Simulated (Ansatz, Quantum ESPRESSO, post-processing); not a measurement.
# Ca(111) with one reversed stacking step (an intrinsic fault): ballistic transmission, part 3 of 3

How well does the junction conduct in the ballistic limit? It is: Ca(111) with one reversed stacking step (an intrinsic fault).

Quantum ESPRESSO 7.5; plane-wave DFT, LDA, GBRV ultrasoft pseudopotentials; cross-check by Ansatz 0.2.0 with PAW datasets.

So far. Step 2 (Ground state): The run needed 12 iterations to bring the estimated error under 1e-07 Ry; the largest force on any atom, held or free, is 0.01 eV/Å. Step 3 (The open system): At no point does T exceed the number of channels.

### Step 4. The open system, with ewind = 6.0 and epsproj = 1e-07

Level of this step: transmission by pwcond, lead and junction from one cell; plane-wave DFT, LDA, GBRV ultrasoft pseudopotentials (Quantum ESPRESSO).

A sensitivity test on the input.

cond.w.in

```
&inputcond
  outdir = './out'
  prefixt = 'scf'
  tran_file = 'cond.w.dat'
  bdl = 2.4494897434
  bds = 16.3299316189
  ikind = 1
  ewind = 6.0
  epsproj = 1e-07
  nz1 = 7
  energy0 = 0.4
  denergy = -0.4
/
10
  0.00000000 0.00000000 0.01562500
  0.00000000 0.12500000 0.09375000
  0.00000000 0.25000000 0.09375000
  0.00000000 0.37500000 0.09375000
  0.00000000 0.50000000 0.04687500
  0.12500000 0.25000000 0.09375000
  0.12500000 0.37500000 0.18750000
  0.12500000 0.50000000 0.18750000
  0.25000000 0.50000000 0.09375000
  0.25000000 0.62500000 0.09375000
3
```

Command:

```
> OMP_NUM_THREADS=1 mpirun -n 4 pwcond.x -in cond.w.in > cond.w.out
```

Numbers of over 12 decimals in the logs are rounded to 6 here.

What it wrote:

```text
[banner, memory and clock lines left out]
Program PWCOND v.7.5 starts
[citation notice left out]

[...]
./out/scf.save/

     IMPORTANT: XC functional enforced from input :
     Exchange-correlation= PZ
                           (   1   1   0   0   0   0   0)
     Any further DFT definition will be discarded
     Please, verify this is what you really want

     Check: negative core charge=   -0.000001
     Reading collected, re-writing distributed wavefunctions

===== INPUT FILE containing all the regions =====

     GEOMETRY:

     lattice parameter (alat)  =       7.3760  a.u.
     the volume                =    5675.2349 (a.u.)^3
     the cross section         =      47.1169 (a.u.)^2
     l of the unit cell        =      16.3299 (alat)
     number of atoms/cell      =           20
     number of atomic types    =            1

     crystal axes: (cart. coord. in units of alat)
               a(1) = (  1.0000  0.0000  0.0000 )
               a(2) = (  0.5000  0.8660  0.0000 )
               a(3) = (  0.0000  0.0000 16.3299 )

   Cartesian axes

     site n.     atom                  positions (alat units)
          1        Ca     tau(  1)=(  0.0000  0.0000 16.3299  )
          2        Ca     tau(  2)=(  0.5000  0.2887  0.8165  )
          3        Ca     tau(  3)=(  1.0000  0.5774  1.6330  )
          4        Ca     tau(  4)=(  0.0000  0.0000  2.4495  )
          5        Ca     tau(  5)=(  0.5000  0.2887  3.2660  )
          6        Ca     tau(  6)=(  1.0000  0.5774  4.0825  )
          7        Ca     tau(  7)=(  0.0000  0.0000  4.8990  )
          8        Ca     tau(  8)=(  0.5000  0.2887  5.7155  )
          9        Ca     tau(  9)=(  1.0000  0.5774  6.5320  )
         10        Ca     tau( 10)=(  0.5000  0.2887  7.3485  )
         11        Ca     tau( 11)=(  1.0000  0.5774  8.1650  )
         12        Ca     tau( 12)=(  0.0000  0.0000  8.9815  )
         13        Ca     tau( 13)=(  0.5000  0.2887  9.7980  )
         14        Ca     tau( 14)=(  1.0000  0.5774 10.6145  )
         15        Ca     tau( 15)=(  0.0000  0.0000 11.4310  )
         16        Ca     tau( 16)=(  0.5000  0.2887 12.2474  )
         17        Ca     tau( 17)=(  1.0000  0.5774 13.0639  )
         18        Ca     tau( 18)=(  0.0000  0.0000 13.8804  )
         19        Ca     tau( 19)=(  0.5000  0.2887 14.6969  )
         20        Ca     tau( 20)=(  1.0000  0.5774 15.5134  )

     nr1s                      =           30
     nr2s                      =           30
     nr3s                      =          486
     nr1sx                     =           30
     nr2sx                     =           30
     nr3sx                     =          486
     nr1                       =           36
     nr2                       =           36
     nr3                       =          576
     nr1x                      =           36
     nr2x                      =           36
     nr3x                      =          576

 _______________________________
  Radii of nonlocal spheres:

     type       ibeta     ang. mom.          radius (alat units)
       Ca         1         0                    0.2728
       Ca         2         0                    0.2728
       Ca         3         1                    0.2728
       Ca         4         1                    0.2728
       Ca         5         2                    0.2728
       Ca         6         2                    0.2728
----- General information -----

--- T calc. with identical leads (ikind=1) ---

     nrx                       =           30
     nry                       =           30
     nz1                       =            7

     energy0               =         4.0E-01
     denergy               =        -4.0E-01
     nenergy               =          3
     ecut2d                =         4.0E+01
     ewind                 =         6.0E+00
     epsproj               =         1.0E-07

     number of k_|| points=   10
                       cryst. coord.
        k(    1) = (   0.0000000   0.0000000), wk =   0.0156250
        k(    2) = (   0.0000000   0.1250000), wk =   0.0937500
[...]
k(   10) = (   0.2500000   0.6250000), wk =   0.0937500
----- Information about left/right lead -----

     nocros                   =           18
     noins                    =           36
     norb                     =           72
     norbf                    =          324
     nrz                      =           73

      iorb      type   ibeta   ang. mom.   m       position (alat)
        1        1       1        0        1   taunew(   1)=(  0.0000  0.0000  0.0000)
        2        1       2        0        1   taunew(   2)=(  0.0000  0.0000  0.0000)
[...]
72        1       6        2        5   taunew(  72)=(  0.0000  0.0000  2.4495)
    k slab    z(k)  z(k+1)     crossing(iorb=1,norb)
    1   0.0000 0.0336 0.0336   111111111111111111000000000000000000000000000000000000000000000000000000
    2   0.0336 0.0671 0.0336   111111111111111111000000000000000000000000000000000000000000000000000000
[...]
73   2.4159 2.4495 0.0336   000000000000000000000000000000000000000000000000000000111111111111111111
----- Information about scattering region -----

     noins                    =          288
     norb                     =          324
     norbf                    =          324
     nrz                      =          413

      iorb      type   ibeta   ang. mom.   m       position (alat)
        1        1       1        0        1   taunew(   1)=(  0.0000  0.0000 -0.0000)
        2        1       2        0        1   taunew(   2)=(  0.0000  0.0000 -0.0000)
[...]
324        1       6        2        5   taunew( 324)=(  0.0000  0.0000 13.8804)
 ngper, shell number =          151          18
 ngper, n2d =          151         151
---  E-Ef =    0.4000000  k =    0.0000000   0.0000000
---  ie =          1  ik =          1
 Nchannels of the left tip =            1
 Right moving states:
   k1(2pi/a)   k2(2pi/a)   E-Ef (eV)
  -0.1919824   0.0000005   0.4000000
 Left moving states:
   k1(2pi/a)   k2(2pi/a)   E-Ef (eV)
   0.1919824   0.0000005   0.4000000

 to transmit
 Band j to band i transmissions and reflections:
    j         i     |T_ij|^2    |R_ij|^2

    1 -->     1     1.00000     0.00000
   Total T_j, R_j =    1.00000  0.00000

E-Ef(ev), T(x2 spins) =    0.4000000   1.9999994
---  E-Ef =    0.0000000  k =    0.0000000   0.0000000
---  ie =          2  ik =          1
 Nchannels of the left tip =            1
 Right moving states:
   k1(2pi/a)   k2(2pi/a)   E-Ef (eV)
  -0.3771409   0.0000003   0.0000000
 Left moving states:
   k1(2pi/a)   k2(2pi/a)   E-Ef (eV)
   0.3771409   0.0000003   0.0000000

 to transmit
 Band j to band i transmissions and reflections:
    j         i     |T_ij|^2    |R_ij|^2

    1 -->     1     0.99208     0.00792
   Total T_j, R_j =    0.99208  0.00792

E-Ef(ev), T(x2 spins) =    0.0000000   1.9841540
---  E-Ef =   -0.4000000  k =    0.0000000   0.0000000
---  ie =          3  ik =          1
 Nchannels of the left tip =            0
 Right moving states:
   k1(2pi/a)   k2(2pi/a)   E-Ef (eV)
 Left moving states:
   k1(2pi/a)   k2(2pi/a)   E-Ef (eV)

 to transmit
          E-Ef(ev), T =   -0.4000000   0.0000000
 ngper, shell number =          151          78
 ngper, n2d =          151         151
[... further energies and points left out ...]
---  E-Ef =    0.4000000  k =    0.2500000   0.6250000
---  ie =          1  ik =         10
 Nchannels of the left tip =            2
 Right moving states:
   k1(2pi/a)   k2(2pi/a)   E-Ef (eV)
  -0.0010058   0.0000009   0.4000000
   0.4285104   0.0000006   0.4000000
 Left moving states:
   k1(2pi/a)   k2(2pi/a)   E-Ef (eV)
   0.0010058   0.0000009   0.4000000
  -0.4285104   0.0000006   0.4000000

 to transmit
 Band j to band i transmissions and reflections:
    j         i     |T_ij|^2    |R_ij|^2

    1 -->     1     0.23104     0.64329
    1 -->     2     0.09974     0.02592
   Total T_j, R_j =    0.33079  0.66921

    2 -->     1     0.09954     0.02592
    2 -->     2     0.86754     0.00699
   Total T_j, R_j =    0.96709  0.03291

E-Ef(ev), T(x2 spins) =    0.4000000   2.5957464
---  E-Ef =    0.0000000  k =    0.2500000   0.6250000
---  ie =          2  ik =         10
 Nchannels of the left tip =            1
 Right moving states:
   k1(2pi/a)   k2(2pi/a)   E-Ef (eV)
  -0.3402939   0.0000011   0.0000000
 Left moving states:
   k1(2pi/a)   k2(2pi/a)   E-Ef (eV)
   0.3402939   0.0000011   0.0000000

 to transmit
 Band j to band i transmissions and reflections:
    j         i     |T_ij|^2    |R_ij|^2

    1 -->     1     0.66120     0.33880
   Total T_j, R_j =    0.66120  0.33880

E-Ef(ev), T(x2 spins) =    0.0000000   1.3224019
---  E-Ef =   -0.4000000  k =    0.2500000   0.6250000
---  ie =          3  ik =         10
 Nchannels of the left tip =            2
 Right moving states:
   k1(2pi/a)   k2(2pi/a)   E-Ef (eV)
   0.2674049   0.0000008  -0.4000000
   0.4441876   0.0000015  -0.4000000
 Left moving states:
   k1(2pi/a)   k2(2pi/a)   E-Ef (eV)
  -0.2674050   0.0000008  -0.4000000
  -0.4441875   0.0000015  -0.4000000

 to transmit
 Band j to band i transmissions and reflections:
    j         i     |T_ij|^2    |R_ij|^2

    1 -->     1     0.84893     0.12632
    1 -->     2     0.01002     0.01473
   Total T_j, R_j =    0.85895  0.14105

    2 -->     1     0.01017     0.01473
    2 -->     2     0.03236     0.94275
   Total T_j, R_j =    0.04252  0.95748

E-Ef(ev), T(x2 spins) =   -0.4000000   1.8029480
   T_tot     0.40000      0.14828E+01
   T_tot     0.00000      0.16701E+01
   T_tot    -0.40000      0.16185E+01

[...]
```

Wall time 4.3 min (4 MPI ranks of Arm Neoverse V2, shared host); peak memory 0.57 GiB; 17 min of CPU time.

Beside the run it was changed from:

| quantity | this run | unchanged run | difference |
| --- | --- | --- | --- |
| transmission at the Fermi level, one spin | 0.8350 | 0.8350 | 1.0e-6 |
| lead channels at the Fermi level, one spin | 1 | 1 | 0 |
| wall time (s) | 256 | 232 |  |

Over all energies T moves by up to 1.0e-6, at 0 eV.

The physical values in this table stay within 0.05 %.

### Step 5. The same in Ansatz

A second code with its own PAW datasets, on the same atoms.

Level of this step: plane-wave DFT, LDA, Ansatz PAW (Ansatz 0.2.0).

input.yaml

```yaml
crystal:
  lattice:
    - [3.9032294321, 0.0, 0.0]
    - [1.9516147161, 3.380295845, 0.0]
    - [0.0, 0.0, 63.7394697185]
  atoms:
    - { symbol: Ca, position: [0.0, 0.0, 0.0] }
    - { symbol: Ca, position: [0.333333333, 0.333333333, 0.05] }
    - { symbol: Ca, position: [0.666666667, 0.666666667, 0.1] }
    - { symbol: Ca, position: [0.0, 0.0, 0.15] }
    - { symbol: Ca, position: [0.333333333, 0.333333333, 0.2] }
    - { symbol: Ca, position: [0.666666667, 0.666666667, 0.25] }
    - { symbol: Ca, position: [0.0, 0.0, 0.3] }
    - { symbol: Ca, position: [0.333333333, 0.333333333, 0.35] }
    - { symbol: Ca, position: [0.666666667, 0.666666667, 0.4] }
    - { symbol: Ca, position: [0.333333333, 0.333333333, 0.45] }
    - { symbol: Ca, position: [0.666666667, 0.666666667, 0.5] }
    - { symbol: Ca, position: [0.0, 0.0, 0.55] }
    - { symbol: Ca, position: [0.333333333, 0.333333333, 0.6] }
    - { symbol: Ca, position: [0.666666667, 0.666666667, 0.65] }
    - { symbol: Ca, position: [0.0, 0.0, 0.7] }
    - { symbol: Ca, position: [0.333333333, 0.333333333, 0.75] }
    - { symbol: Ca, position: [0.666666667, 0.666666667, 0.8] }
    - { symbol: Ca, position: [0.0, 0.0, 0.85] }
    - { symbol: Ca, position: [0.333333333, 0.333333333, 0.9] }
    - { symbol: Ca, position: [0.666666667, 0.666666667, 0.95] }
kpoints:
  mp_grid: { grid: [7, 7, 1] }
hamiltonian:
  xc: lda
scf:
  occupations: { method: fermi_dirac, width: 0.1 }
  convergence: { dr2_threshold: 1.0e-08 }
output:
  transmission: { leads: [[0, 3]], e_range: [-0.4, 0.4], de: 0.4, kmesh: [8, 8] }
  write_potential: true
  write_density: true
  volumetric_format: npy
```

Command:

```
> ansatz run input.yaml --threads 4 --pin off --max-ram 8192MiB --backend cpu --events-out ev --progress --plain --runs-dir out
```

What it wrote:

```text
Engine: ansatz 0.2.0, aarch64-unknown-linux-gnu
Pseudopotentials: kind: paw
Pseudopotential: Ca, paw, valence charge 10, recommended cutoff 420 eV (normal), Ca.paw.azcp
Functional definition: SPW92
  exchange = slater_x
  correlation = pw_c
Crystal: 20 atoms, lattice volume = 840.983 Å³
Basis set: ecut = 420 eV, 16641 PW (Γ)
Bands: 120, of which v1, the nominal top of the filled ones, is band 100 counted from 1 (99 counted from 0)
Symmetry: 12 space group operations
Space group: P-3m1 (ITA 164), of the structure as read, at distance tolerance 9.4e-5 Å
k-points: 8 of 49
Non-local potential: Ca, projectors of the file, l = 0: 3, l = 1: 2, l = 2: 2
PAW form: soft (Blöchl's): semilocal exchange-correlation on the pseudo side does not see the compensation charge
PAW frozen core: Ca, regenerated for the run's functional, and the local potential with it (the file was generated under x = pbe(κ = 0.804, μ = 0.219515), c = pbe(β = 0.066725))
PAW one-centre angular grid: Ca, 110 points (default); XC on 64 Gauss nodes
Initial density: superposition of atomic densities (neutral atoms: chi_scale 0, normalization atom), corrected by the library's trained network
Initial wavefunctions: pseudopotential atomic-orbital guess
Functional: x = slater, c = lda
SCF iter   1: F=—  HF=-35452.098656 eV  |F-HF|=—  |Δ(HF+E_count)|=         —  Δρ=3.57e-3  dr2=2.20e-1  ethr=1.77e-3  ⟨swp⟩=15.5  Hψ=12294  notcnv=0
automatic band count: the SCF goes on with 140 bands, as 120 were too few: the levels above may hold too much charge
preconditioner: auto → Kerker (q_TF=auto, 2.147 Å⁻¹)  [metal: Δε(μ)=0.012 eV  Ē_g=2.476 eV  σ=0.100 eV  W_gap=0.03  n_scr=168 (ndim 8)  ℏωp=8.1 eV  f_vac=0.000  D(μ)=25.14/eV (n_scr^D=220)]
SCF iter   2: F=—  HF=-35452.106199 eV  |F-HF|=—  |Δ(HF+E_count)|=   7.54e-3  Δρ=2.00e-3  dr2=3.72e-2  ethr=1.10e-4  ⟨swp⟩=1.4  Hψ=1369  notcnv=0
SCF iter   3: F=—  HF=-35452.108602 eV  |F-HF|=—  |Δ(HF+E_count)|=   2.40e-3  Δρ=3.49e-4  dr2=1.82e-3  ethr=1.86e-5  ⟨swp⟩=1.6  Hψ=1145  notcnv=0
SCF iter   4: F=—  HF=-35452.108942 eV  |F-HF|=—  |Δ(HF+E_count)|=   3.40e-4  Δρ=9.48e-5  dr2=1.98e-4  ethr=9.10e-7  ⟨swp⟩=1.9  Hψ=1227  notcnv=0
SCF iter   5: F=—  HF=-35452.108917 eV  |F-HF|=—  |Δ(HF+E_count)|=   2.47e-5  Δρ=2.27e-5  dr2=1.25e-5  ethr=9.91e-8  ⟨swp⟩=1.6  Hψ=1154  notcnv=0
SCF iter   6: F=—  HF=-35452.109684 eV  |F-HF|=—  |Δ(HF+E_count)|=   7.67e-4  Δρ=4.94e-6  dr2=3.02e-7  ethr=6.24e-9  ⟨swp⟩=3.0  Hψ=2124  notcnv=0
SCF iter   7: F=—  HF=-35452.109684 eV  |F-HF|=—  |Δ(HF+E_count)|=   7.31e-8  Δρ=1.33e-6  dr2=1.93e-7  ethr=1.51e-10  ⟨swp⟩=2.0  Hψ=1708  notcnv=0
SCF iter   8: F=—  HF=-35452.109684 eV  |F-HF|=—  |Δ(HF+E_count)|=   2.68e-9  Δρ=5.80e-7  dr2=1.60e-8  ethr=9.66e-11  ⟨swp⟩=1.0  Hψ=1120  notcnv=0
SCF iter   9: F=-35452.109684 eV  HF=-35452.109684 eV  |F-HF|=3.64e-10  |Δ(HF+E_count)|=  1.53e-10  Δρ=7.89e-8  dr2=3.89e-10  ethr=5.00e-12  ⟨swp⟩=8.2  Hψ=3132  notcnv=0
SCF 1 converged in 9 iterations: F = -35452.109684 eV  dr2 = 3.89e-10
  greatest PAW one-centre occupation: 0.996 electrons in one spin orbital (limit 2), on the Ca atom at site 10 (counted from 0), in its partial waves of l = 0
transmission: 92 of 920 steps passed
transmission: 184 of 920 steps passed
[...]
transmission: 920 of 920 steps passed
SCF converged after 9 iterations
Free energy (F): -35452.109684 eV
Harris-Foulkes:  -35452.109684 eV  (|F-HF|=3.64e-10)
Internal energy: -35451.287061 eV  (E = F + TS)
E sigma→0 (E₀):  -35451.698373 eV
Entropy (-TS):   -0.822623 eV (-41.131 meV/atom)
Fermi energy:    4.770146 eV
--- Per-component energies (eV) ---
  E_band       = -3509.337607
  E_kinetic    = 5498.430808
  E_local      = -17010.836363  (includes V_loc(G=0)·N_el)
  E_nonlocal   = 1342.285886
  E_hartree    = 5667.626345
  E_xc         = -2671.333696
  E_vxc        = -3356.758982  (∫ρ·V_xc dr)
  E_paw        = -16322.955284  (= ΣΔE_a)
  E_vpaw       = -1317.712212  (= ΣTr[D̂ρ^β])
  E_aug_tail   = -0.000100  (compensation charges beyond the density's cutoff)
  E_ewald      = -11960.167973
  E_core_change = 5.663316  (= ΣΔE_core)
  E_smearing   = -0.822623  (= −TS)
  E_closure    = 0.000000  (closes the sum)
  Σ components = -35452.109684   (vs F -35452.109684, Δ=0.00e0)
--- Band table (eV; the first three rows and the last of 8) ---
  k-point 0: bands = [... 96 lower, 3.0851, 3.5077, 3.5116, 3.7256, 4.6593, 4.8396, 4.8420, 5.1710, ... 36 higher]
  k-point 1: bands = [... 96 lower, 3.3494, 3.7824, 3.7864, 4.0304, 4.6772, 4.8738, 4.8956, 5.1958, ... 36 higher]
  k-point 2: bands = [... 96 lower, 4.0093, 4.3935, 4.4024, 4.7438, 4.7946, 5.0250, 5.1656, 5.2500, ... 36 higher]
  k-point 7: bands = [... 96 lower, 4.8375, 4.8593, 4.8702, 4.8842, 4.8927, 4.8936, 4.9356, 4.9376, ... 36 higher]
--- Transmission ---
  basis      : 121 plane waves across, 92 finite elements along
  points     : 10, standing for a mesh of 8 x 8
  energies   : 3 from -0.400000 to 0.400000 eV about the Fermi level, 0.400000 eV apart; the leads are filled to 0.000000 eV, and channels, transmission and decay are at 0.000000 eV
  crystal 0  : Ca3, at the sites [0, 3], period 9.5609 Å, over 63.74 Å; its Hamiltonian steps by up to 0.0 meV
    offset         : up to 0.0000 Å between an atom of the period and one for which it stands
    channels       : 1.093750e0 a spin
    conductance    : none, the energies end too early or step too widely for 300 K: set another output.transmission.e_range or a lower de, or, where they end at an eighth of basis.ecutwfc, a higher one
  junction   : crystal 0 to crystal 0, -4.78 to 49.40 Å
    transmission   : 8.536998e-1 a spin
    conductance    : none, the energies end too early or step too widely for 300 K: set another output.transmission.e_range or a lower de, or, where they end at an eighth of basis.ecutwfc, a higher one
```

Elapsed: 37 s, on 4 threads; peak memory 2.3 GiB; 2.2 min of CPU time.

Numbers from this step:

| Quantity | Value |
| --- | --- |
| free energy | -35452.1097 eV |
| energy at zero smearing | -35451.6984 eV |
| smearing term TS | 0.8226 eV |
| Fermi energy | 4.770 eV |
| symmetry operations | 12 |
| transmission at the Fermi level, one spin | 0.8537 |
| lead channels at the Fermi level, one spin | 1.094 |
| step of the lead's Hamiltonian over a period | 0 meV |

Per spin; mean over the k mesh across the current. Transmission, zone mean against energy, zero at the Fermi level:

| energy (eV) | transmission, zone mean |
| --- | --- |
| -0.400 | 0.833 |
| 0.000 | 0.854 |
| 0.400 | 0.784 |

Per spin; mean over the k mesh across the current. Table of open channels, zone mean by energy, zero at the Fermi level:

| energy (eV) | open channels, zone mean |
| --- | --- |
| -0.400 | 0.938 |
| 0.000 | 1.09 |
| 0.400 | 1.19 |

Ansatz finds T = 0.854 against pwcond's 0.835.

### Step 6. All levels side by side

All levels:

| step | T at the Fermi level (per spin) | conductance (G0) | r.m.s. T(E) from the first | CPU time of the step (s) | peak memory (GiB) |
| --- | --- | --- | --- | --- | --- |
| Ansatz | 0.8537 | - | 0 | 130.6 | 2.313 |
| pwcond | 0.835 | 0.835 | 0.03002 | 925.7 | 0.57 |
| pwcond, changed setting | 0.835 | 0.835 | 0.03002 | 1024 | 0.57 |

Per spin; mean over the k mesh across the current. Transmission, zone mean against energy, zero at the Fermi level:

| energy (eV) | Ansatz | pwcond | pwcond, changed setting |
| --- | --- | --- | --- |
| -0.400 | 0.833 | 0.809 | 0.809 |
| 0.000 | 0.854 | 0.835 | 0.835 |
| 0.400 | 0.784 | 0.741 | 0.741 |

### Step 7. Worked from the printed numbers

The Landauer sum over the mesh, Σ w T = 0.1875 × 0.991 + 0.1875 × 0.513 + 0.0938 × 0.999 + … = 0.8350.

G = 0.835 × 77.48 µS = 64.7 µS a cell. Times the area of 13.194 Å², the resistance-area product is A/G = 2.04 fΩ m², the leads' contact resistance included.

### Step 8. What came out

| Property | Result |
| --- | --- |
| conductance from T at the Fermi level, a cell (G₀ = 2e²/h) | 0.835 G₀ |
| conductance per area | 490 S/μm² |
| lead channels per spin | 1.00 |
| the same conductance by Ansatz | 0.854 G₀ |

**Reading.** The junction conducts 0.835 G₀ a cell at the Fermi level (LDA, GBRV ultrasoft). At the Fermi level the junction passes 84 % of what the leads offer. At the Fermi level pwcond and Ansatz differ by 2.2 %, a close match. The codes count unlike numbers of lead channels on 9 % of the mesh. The mean rests on 10 distinct points, the heaviest weighing 0.19, and the mesh was not tested, so even the second digit is unsure. Over -0.4 to 0.4 eV, T lies between 0.74 and 0.84 per spin. The geometry is as built, not relaxed, and the leads are short.

[Logs are printed without paths, hosts, clocks, repeated set-up lines and the standing remarks that a program may print on its own settings, such as how far it seeks lower states.]

[Hosts, paths, dates, database ids (printed as entryN), source tags and the programs' standing remarks are cut or masked in the printed files.]

[Maps of the electrostatic potential energy from Ansatz leave out the sawtooth potential of an applied field or a dipole correction, so their vacuum need not be flat; planar profiles and work functions include it.]
